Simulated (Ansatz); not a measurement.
# BeCd (hypothetical, Pm-3m): a volume series of phonon spectra

Which modes of BeCd (hypothetical) drive its thermal expansion? The crystal structure is hypothetical: it was made by swapping elements on a known structure type.

Method: DFT PBE, scalar-relativistic, plane waves, PAW, in Ansatz 0.2.0.

This is a report of a sequence of runs, with most program output left out.

## 1. Set-up

Symmetry: Pm-3m, No. 221, cubic system. The conventional cell has a = 3.033 Å, b = 3.033 Å, c = 3.033 Å, α = 90.00°, β = 90.00°, γ = 90.00°. Nearest to Be lie 8 Cd at 2.63 Å. Cd has 8 Be at 2.63 Å nearest. Farther neighbours are not listed.

## 2. Probe on a coarse mesh

Before spending time, one coarse run tells the gap and the pressure of the starting cell.

Contents of input.yaml:

```yaml
crystal:
  lattice:
    - [3.03292, 0.0, 0.0]
    - [0.0, 3.03292, 0.0]
    - [0.0, 0.0, 3.03292]
  atoms:
    - { symbol: Be, position: [0.0, 0.0, 0.0] }
    - { symbol: Cd, position: [0.5, 0.5, 0.5] }
kpoints:
  mp_grid: { grid: [6, 6, 6] }
hamiltonian:
  xc: pbe
scf:
  occupations: { method: gaussian, width: 0.1 }
output:
  forces: true
  stress: true
  eigenvalues: true
```

Run with:

```bash
$ ansatz run input.yaml --threads 4 --pin off --max-ram 8192MiB --backend cpu --events-out ev --progress --plain --runs-dir out
```

It took 0.88 s on 4 threads of Arm Neoverse V1, shared host; peak memory 0.27 GiB; 1.4 s of CPU time.

Numbers from this step:

* pressure: 7.275 GPa
* volume per atom: 13.95 Å³
* gap on the k-mesh: 0 eV

The start is under 7.3 GPa at this level and looks like a metal on this mesh.

## 3. Finding the static equilibrium

The vibrations must be taken about the equilibrium of this functional, not about the starting cell, so the structure is relaxed.

input.yaml, the sections that differ from step 2:

```yaml
kpoints:
  mp_grid: { grid: [14, 14, 14] }
relax:
  adjacent_minimum: "off"
  f_tol: 0.005
  max_steps: 80
  cell: { stress_tol: 0.05 }
# crystal, hamiltonian, scf, output: as in step 2
```

Wall time 4.5 s (4 threads); peak memory 0.36 GiB.

Relaxation path:

```
step  energy less that of the first step (eV)  largest force component (eV/Å)  pressure (GPa)  volume (Å³)
   1                                   0.0000                          0.0000            6.05        27.90
   2                                  -0.0289                          0.0000           -1.85        30.67
   3                                  -0.0338                          0.0000           -0.24        29.97
   4                                  -0.0339                          0.0000           -0.01        29.88
  5*                                  -0.0347                          0.0000           -0.02        29.88
```

Relaxation steps marked * repeat the geometry before them on a plane-wave basis chosen anew for their cell, so energy and pressure can jump there.

The run keeps the 48 symmetry operations that it works with, so distortions that break them were not tested.

```
conventional cell, symmetrised  before  after  change
                         a (Å)   3.033  3.103  +2.3 %
                         b (Å)   3.033  3.103  +2.3 %
                         c (Å)   3.033  3.103  +2.3 %
              volume (Å³/atom)   13.95  14.94  +7.1 %
```

Final coordinates:

```cif
data_structure
_symmetry_space_group_name_H-M 'P 1'
_symmetry_Int_Tables_number 1
_cell_length_a 3.1029
_cell_length_b 3.1029
_cell_length_c 3.1029
_cell_angle_alpha 90.000
_cell_angle_beta 90.000
_cell_angle_gamma 90.000
_cell_volume 29.88
loop_
_atom_site_label
_atom_site_type_symbol
_atom_site_fract_x
_atom_site_fract_y
_atom_site_fract_z
_atom_site_occupancy
Be1 Be 0.00000 0.00000 0.00000 1
Cd2 Cd 0.50000 0.50000 0.50000 1
```

Numbers from this step:

| Property | Result |
| --- | --- |
| pressure | -0.01622 GPa |
| volume per atom | 14.94 Å³ |

The relaxation ends with a pressure of -0.02 GPa.

## 4. Other settings for the ground state

One run with other settings shows how much the ground state depends on them.

This step: DFT PBE, scalar-relativistic, plane waves, PAW; settings changed (Ansatz 0.2.0).

Contents of input.yaml:

```yaml
crystal:
  lattice:
    - [3.1029361461, 0.0, 0.0]
    - [0.0, 3.1029361461, 0.0]
    - [0.0, 0.0, 3.1029361461]
  atoms:
    - { symbol: Be, position: [0.0, 0.0, 0.0] }
    - { symbol: Cd, position: [0.5, 0.5, 0.5] }
kpoints:
  mp_grid: { grid: [14, 14, 14] }
hamiltonian:
  xc: pbe
scf:
  occupations: { method: fermi_dirac, width: 0.3 }
  n_extra_bands: 0
  max_iter: 60
output:
  forces: true
  eigenvalues: true
  stress: true
```

Wall time 0.05 s (4 threads); peak memory 0.07 GiB.

The program refused the input before any cycle.

The program's message: “Error: inconsistent input (scf.n_extra_bands, scf.occupations.method): n_bands = 11 leaves no empty band above the 11 bands per channel that the deck's 22 electrons occupy, and the occupations search …”

The change that led to it: scf.n_extra_bands = 0 and scf.occupations = {"method": "fermi_dirac", "width": 0.3}.

## 5. Relaxing to small residual forces and stress

The thresholds are tightened for a last relaxation ahead of the phonons, and where mesh or smearing change with them the cell follows.

This step: DFT PBE, scalar-relativistic, plane waves, PAW (Ansatz 0.2.0).

input.yaml, the sections that differ from step 4:

```yaml
kpoints:
  mp_grid: { grid: [16, 16, 16] }
scf:
  occupations: { method: methfessel_paxton, width: 0.2 }
output:
  forces: true
  stress: true
  eigenvalues: true
relax:
  adjacent_minimum: "off"
  f_tol: 0.001
  max_steps: 60
  cell: { stress_tol: 0.01 }
# crystal, hamiltonian: as in step 4
```

The job ended after 4.7 s (4 threads; peak memory 0.38 GiB; 17 s of CPU time).

The steps of the relaxation:

```
step  energy less that of the first step (eV)  largest force component (eV/Å)  pressure (GPa)  volume (Å³)
   1                                   0.0000                          0.0000            0.32        29.88
   2                                   0.0000                          0.0000           -0.16        30.07
   3                                  -0.0001                          0.0000            0.00        30.00
  4*                                  -0.0001                          0.0000            0.00        30.00
```

Relaxation steps marked * repeat the geometry before them on a plane-wave basis chosen anew for their cell, so energy and pressure can jump there.

Forces are held to the 48 operations that the run works with; a distortion that breaks them can't arise in this run.

```
conventional cell, symmetrised  before  after  change
                         a (Å)   3.103  3.107  +0.1 %
                         b (Å)   3.103  3.107  +0.1 %
                         c (Å)   3.103  3.107  +0.1 %
              volume (Å³/atom)   14.94  15.00  +0.4 %
```

Final coordinates:

```xyz
2
Lattice="3.1074 0.0000 0.0000 0.0000 3.1074 0.0000 0.0000 0.0000 3.1074" Properties=species:S:1:pos:R:3 pbc="T T T"
Be    0.0000    0.0000    0.0000
Cd    1.5537    1.5537    1.5537
```

Numbers from this step:

| Quantity | Value |
| --- | --- |
| pressure | -0.001765 GPa |
| volume per atom | 15.00 Å³ |

The residual pressure is -0.0018 GPa, small enough for phonons.

## 6. A run with changed settings: kpoints.mp_grid.shift = [0.5, 0.5, 0.5]

This step: DFT PBE, scalar-relativistic, plane waves, PAW; settings changed (Ansatz 0.2.0).

Contents of input.yaml:

```yaml
crystal:
  lattice:
    - [3.1073878342, 0.0, 0.0]
    - [0.0, 3.1073878342, 0.0]
    - [0.0, 0.0, 3.1073878342]
  atoms:
    - { symbol: Be, position: [0.0, 0.0, 0.0] }
    - { symbol: Cd, position: [0.5, 0.5, 0.5] }
kpoints:
  mp_grid: { grid: [16, 16, 16], shift: [0.5, 0.5, 0.5] }
hamiltonian:
  xc: pbe
scf:
  occupations: { method: methfessel_paxton, width: 0.2 }
output:
  forces: true
  eigenvalues: true
  stress: true
```

Run time: 0.9 s. Hardware: 4 threads; peak memory 0.34 GiB.

The run ends at a pressure of -0.29 GPa.

## 7. Phonons, V/V0 1

The same q-mesh and k-mesh are kept at every volume, so that much of their error can cancel in the differences.

This step: DFT PBE, scalar-relativistic, plane waves, PAW (Ansatz 0.2.0).

input.yaml, the sections that differ from step 6:

```yaml
kpoints:
  mp_grid: { grid: [16, 16, 16] }
output:
  eigenvalues: true
phonons:
  method: dfpt
  qmesh: [4, 4, 4]
  temperatures: { t_max: 1000, t_step: 50 }
  qpath:
    path:
      - [[0.0, 0.0, 0.0], [0.0, 0.5, 0.0], [0.5, 0.5, 0.0], [0.0, 0.0, 0.0], [0.5, 0.5, 0.5], [0.0, 0.5, 0.0]]
      - [[0.5, 0.5, 0.5], [0.5, 0.5, 0.0]]
    npoints: 10
# crystal, hamiltonian, scf: as in step 6
```

The job ended after 6.6 min (4 threads; peak memory 2.4 GiB; 25 min of CPU time).

This step gave:

* Γ frequencies: 0, 0, 0, 262.7, 262.7, 262.7 cm⁻¹ (negative: imaginary)
* lowest frequency on the path: -138.0 cm⁻¹
* point group: m-3m
* highest frequency: 325.9 cm⁻¹

No LO-TO term. Phonon branches along the path, in cm⁻¹:

```
    point  branch 1  branch 2  branch 3  branch 4  branch 5  branch 6
        Γ         0         0         0       263       263       263
  halfway        46        46        82       250       250       252
        X        61        61       137       239       239       261
  halfway        16        73        88       229       264       298
        M      -138      -138        73       240       240       326
  halfway       -57        66       109       250       253       280
        Γ         0         0         0       263       263       263
  halfway       -42       -42       100       217       217       298
        R        34        34        34       112       112       112
  halfway       -77        90        91       158       201       302
        X        61        61       137       239       239       261
jump to R        34        34        34       112       112       112
  halfway      -120      -120       100       198       198       256
        M      -138      -138        73       240       240       326
```

The phonon density of states has structure finer than the step of the table below, so its rows give means over 20 cm⁻¹, whole bins alone (the curve runs from -138 to 328 cm⁻¹). Peaks (cm⁻¹: height): 62.5: 0.0324, 102.5: 0.0271, 252.5: 0.0541, 307.5: 0.0232.

Tetrahedra on 20 20 20, mean over bins of 5 cm⁻¹. The phonon density of states by wavenumber; means over each step:

```
wavenumber (cm⁻¹)  phonon density of states (1/cm⁻¹/cell)
             -120                                 0.00548
             -100                                 0.00971
              -80                                 0.00966
              -60                                 0.00839
              -40                                 0.00812
              -20                                 0.00573
                0                                 0.00462
               20                                 0.00593
               40                                  0.0107
               60                                  0.0252
               80                                  0.0230
              100                                  0.0244
              120                                 0.00890
              140                                 0.00296
              160                                 0.00399
              180                                 0.00653
              200                                  0.0112
              220                                  0.0205
              240                                  0.0400
              260                                  0.0271
              280                                  0.0113
              300                                  0.0196
```

The modes has structure finer than the step of the table below, so its rows give means over 20 cm⁻¹, whole bins alone (the curve runs from -146 to 345 cm⁻¹). Peaks (cm⁻¹: height): Be 249.4: 0.047, 305.0: 0.0218; Cd -84.2: 0.00893, -50.2: 0.0078, 73.3: 0.0302, 104.2: 0.0270, 234.0: 0.00686.

Phonopy on the run's constants, 19x19x19 mesh, Gaussian sigma 3.5 cm⁻¹. Table of modes by wavenumber; means over each step; values in 1/cm⁻¹/cell:

```
wavenumber (cm⁻¹)       Be       Cd
             -120  0.00259  0.00326
             -100  0.00404  0.00502
              -80  0.00395  0.00627
              -60  0.00296  0.00663
              -40  0.00183  0.00625
              -20  0.00105  0.00400
                0   1.2e-4   7.6e-4
               20  0.00103  0.00508
               40  0.00168   0.0104
               60  0.00160   0.0233
               80  0.00118   0.0236
              100  0.00102   0.0227
              120   8.4e-4  0.00848
              140  0.00134  0.00179
              160  0.00224  0.00149
              180  0.00442  0.00235
              200  0.00782  0.00359
              220   0.0151  0.00486
              240   0.0335  0.00587
              260   0.0257  0.00236
              280   0.0107   4.0e-4
              300   0.0183   7.6e-4
              320  0.00642   1.4e-4
```

No LO-TO term. The modes at Γ (shares of kinetic energy by element, %):

```
mode  frequency (cm⁻¹)  symmetry  Be %  Cd %
   1               0.0       T1u     7    93
   2               0.0       T1u     7    93
   3               0.0       T1u     7    93
   4             262.7       T1u    93     7
   5             262.7       T1u    93     7
   6             262.7       T1u    93     7
```

Displacements in mode 5 (262.7 cm⁻¹), the largest set to 1:
```
Be1  0.00  0.00  1.00
Cd2  0.00  0.00 -0.08
```

The lowest solved frequency is -138 cm⁻¹, so the cell is unstable here and gives no valid free energy.

## 8. Single point at a scaled cell, V/V0 1.015

Symmetry fixes every atom, so a single point at the scaled cell gives the energy and pressure of this member.

The cell differs from the one that the last finished run ended in (a 3.107 → 3.123 Å, b 3.107 → 3.123 Å, c 3.107 → 3.123 Å).

input.yaml, the sections that differ from step 7:

```yaml
crystal:
  lattice:
    - [3.1228477297, 0.0, 0.0]
    - [0.0, 3.1228477297, 0.0]
    - [0.0, 0.0, 3.1228477297]
  atoms:
    - { symbol: Be, position: [0.0, 0.0, 0.0] }
    - { symbol: Cd, position: [0.5, 0.5, 0.5] }
output:
  forces: true
  stress: true
  eigenvalues: true
# kpoints, hamiltonian, scf: as in step 7
# phonons: removed
```

Elapsed: 1.1 s, on 4 threads; peak memory 0.36 GiB.

This step gave:

- pressure: -1.064 GPa
- volume per atom: 15.23 Å³

The run ends at a pressure of -1.06 GPa.

## 9. Phonons, V/V0 1.015

Phonons at this volume give one point of F(V, T); meshes stay fixed along the series.

input.yaml, the sections that differ from step 8:

```yaml
output:
  eigenvalues: true
phonons:
  method: dfpt
  qmesh: [4, 4, 4]
  temperatures: { t_max: 1000, t_step: 50 }
  qpath:
    path:
      - [[0.0, 0.0, 0.0], [0.0, 0.5, 0.0], [0.5, 0.5, 0.0], [0.0, 0.0, 0.0], [0.5, 0.5, 0.5], [0.0, 0.5, 0.0]]
      - [[0.5, 0.5, 0.5], [0.5, 0.5, 0.0]]
    npoints: 10
# crystal, kpoints, hamiltonian, scf: as in step 8
```

Run time: 6.6 min. Hardware: 4 threads; peak memory 2.4 GiB; 26 min of CPU time.

The lowest solved frequency is -136 cm⁻¹, so the cell is unstable here and gives no valid free energy. The highest zone-centre mode (no LO–TO term) moved by -3.7 % for a volume change of +1.5 %.

## 10. Single point at a scaled cell, V/V0 0.985

The cell differs from the one that the last finished run ended in (a 3.123 → 3.092 Å, b 3.123 → 3.092 Å, c 3.123 → 3.092 Å).

input.yaml, the sections that differ from step 9:

```yaml
crystal:
  lattice:
    - [3.0917725565, 0.0, 0.0]
    - [0.0, 3.0917725565, 0.0]
    - [0.0, 0.0, 3.0917725565]
  atoms:
    - { symbol: Be, position: [0.0, 0.0, 0.0] }
    - { symbol: Cd, position: [0.5, 0.5, 0.5] }
output:
  forces: true
  stress: true
  eigenvalues: true
# kpoints, hamiltonian, scf: as in step 9
# phonons: removed
```

Run time: 1.1 s. Hardware: 4 threads; peak memory 0.36 GiB; 3.9 s of CPU time.

The run ends at a pressure of 1.15 GPa.

## 11. Lattice dynamics at this volume, V/V0 0.985

input.yaml, the sections that differ from step 10:

```yaml
output:
  eigenvalues: true
phonons:
  method: dfpt
  qmesh: [4, 4, 4]
  temperatures: { t_max: 1000, t_step: 50 }
  qpath:
    path:
      - [[0.0, 0.0, 0.0], [0.0, 0.5, 0.0], [0.5, 0.5, 0.0], [0.0, 0.0, 0.0], [0.5, 0.5, 0.5], [0.0, 0.5, 0.0]]
      - [[0.5, 0.5, 0.5], [0.5, 0.5, 0.0]]
    npoints: 10
# crystal, kpoints, hamiltonian, scf: as in step 10
```

The job ended after 6.5 min (4 threads; peak memory 2.4 GiB).

The lowest solved frequency is -140 cm⁻¹, so the cell is unstable here and gives no valid free energy. The highest zone-centre mode (no LO–TO term) moved by +3.8 % for a volume change of -1.5 %.

## 12. Single point at a scaled cell, V/V0 1.03

The cell differs from the one that the last finished run ended in (a 3.092 → 3.138 Å, b 3.092 → 3.138 Å, c 3.092 → 3.138 Å).

input.yaml, the sections that differ from step 11:

```yaml
crystal:
  lattice:
    - [3.1381560514, 0.0, 0.0]
    - [0.0, 3.1381560514, 0.0]
    - [0.0, 0.0, 3.1381560514]
  atoms:
    - { symbol: Be, position: [0.0, 0.0, 0.0] }
    - { symbol: Cd, position: [0.5, 0.5, 0.5] }
output:
  forces: true
  stress: true
  eigenvalues: true
  write_density: true
  write_potential: true
  elf: true
  volumetric_format: npy
# kpoints, hamiltonian, scf: as in step 11
# phonons: removed
```

It took 1.5 s on 4 threads; peak memory 0.36 GiB.

The run ends at a pressure of -2.04 GPa.

## 13. Other settings for the ground state

This step: DFT PBE, scalar-relativistic, plane waves, PAW; settings changed (Ansatz 0.2.0).

input.yaml, the sections that differ from step 12:

```yaml
scf:
  occupations: { method: tetrahedron }
  n_extra_bands: 32
output:
  forces: true
  eigenvalues: true
  stress: true
# crystal, kpoints, hamiltonian: as in step 12
```

It took 2.2 s on 4 threads; peak memory 0.44 GiB; 8 s of CPU time.

At -2.5 GPa the cell is away from the equilibrium volume of this level: left free, it would shrink.

## 14. Lattice dynamics at this volume, V/V0 1.03

This step: DFT PBE, scalar-relativistic, plane waves, PAW (Ansatz 0.2.0).

input.yaml, the sections that differ from step 13:

```yaml
scf:
  occupations: { method: methfessel_paxton, width: 0.2 }
output:
  eigenvalues: true
phonons:
  method: dfpt
  qmesh: [4, 4, 4]
  temperatures: { t_max: 1000, t_step: 50 }
  qpath:
    path:
      - [[0.0, 0.0, 0.0], [0.0, 0.5, 0.0], [0.5, 0.5, 0.0], [0.0, 0.0, 0.0], [0.5, 0.5, 0.5], [0.0, 0.5, 0.0]]
      - [[0.5, 0.5, 0.5], [0.5, 0.5, 0.0]]
    npoints: 10
# crystal, kpoints, hamiltonian: as in step 13
```

Wall time 6.6 min (4 threads); peak memory 2.5 GiB.

The lowest solved frequency is -134 cm⁻¹, so the cell is unstable here and gives no valid free energy. The highest zone-centre mode (no LO–TO term) moved by -7.4 % for a volume change of +3.0 %.

## 15. A cell at another volume, V/V0 0.97

The cell differs from the one that the last finished run ended in (a 3.138 → 3.076 Å, b 3.138 → 3.076 Å, c 3.138 → 3.076 Å).

input.yaml, the sections that differ from step 14:

```yaml
crystal:
  lattice:
    - [3.0759979322, 0.0, 0.0]
    - [0.0, 3.0759979322, 0.0]
    - [0.0, 0.0, 3.0759979322]
  atoms:
    - { symbol: Be, position: [0.0, 0.0, 0.0] }
    - { symbol: Cd, position: [0.5, 0.5, 0.5] }
output:
  forces: true
  stress: true
  eigenvalues: true
# kpoints, hamiltonian, scf: as in step 14
# phonons: removed
```

Elapsed: 1.1 s, on 4 threads; peak memory 0.35 GiB; 3.8 s of CPU time.

The run ends at a pressure of 2.39 GPa.

(Part 1 of 2 ends here.)

[Logs are printed without paths, hosts, clocks, repeated set-up lines and the standing remarks that a program may print on its own settings, such as how far it seeks lower states.]

[Hosts, paths, dates, database ids (printed as entryN), source tags and the programs' standing remarks are cut or masked in the printed files.]

[A step with changed settings may run another functional than the one named; its input shows which.]


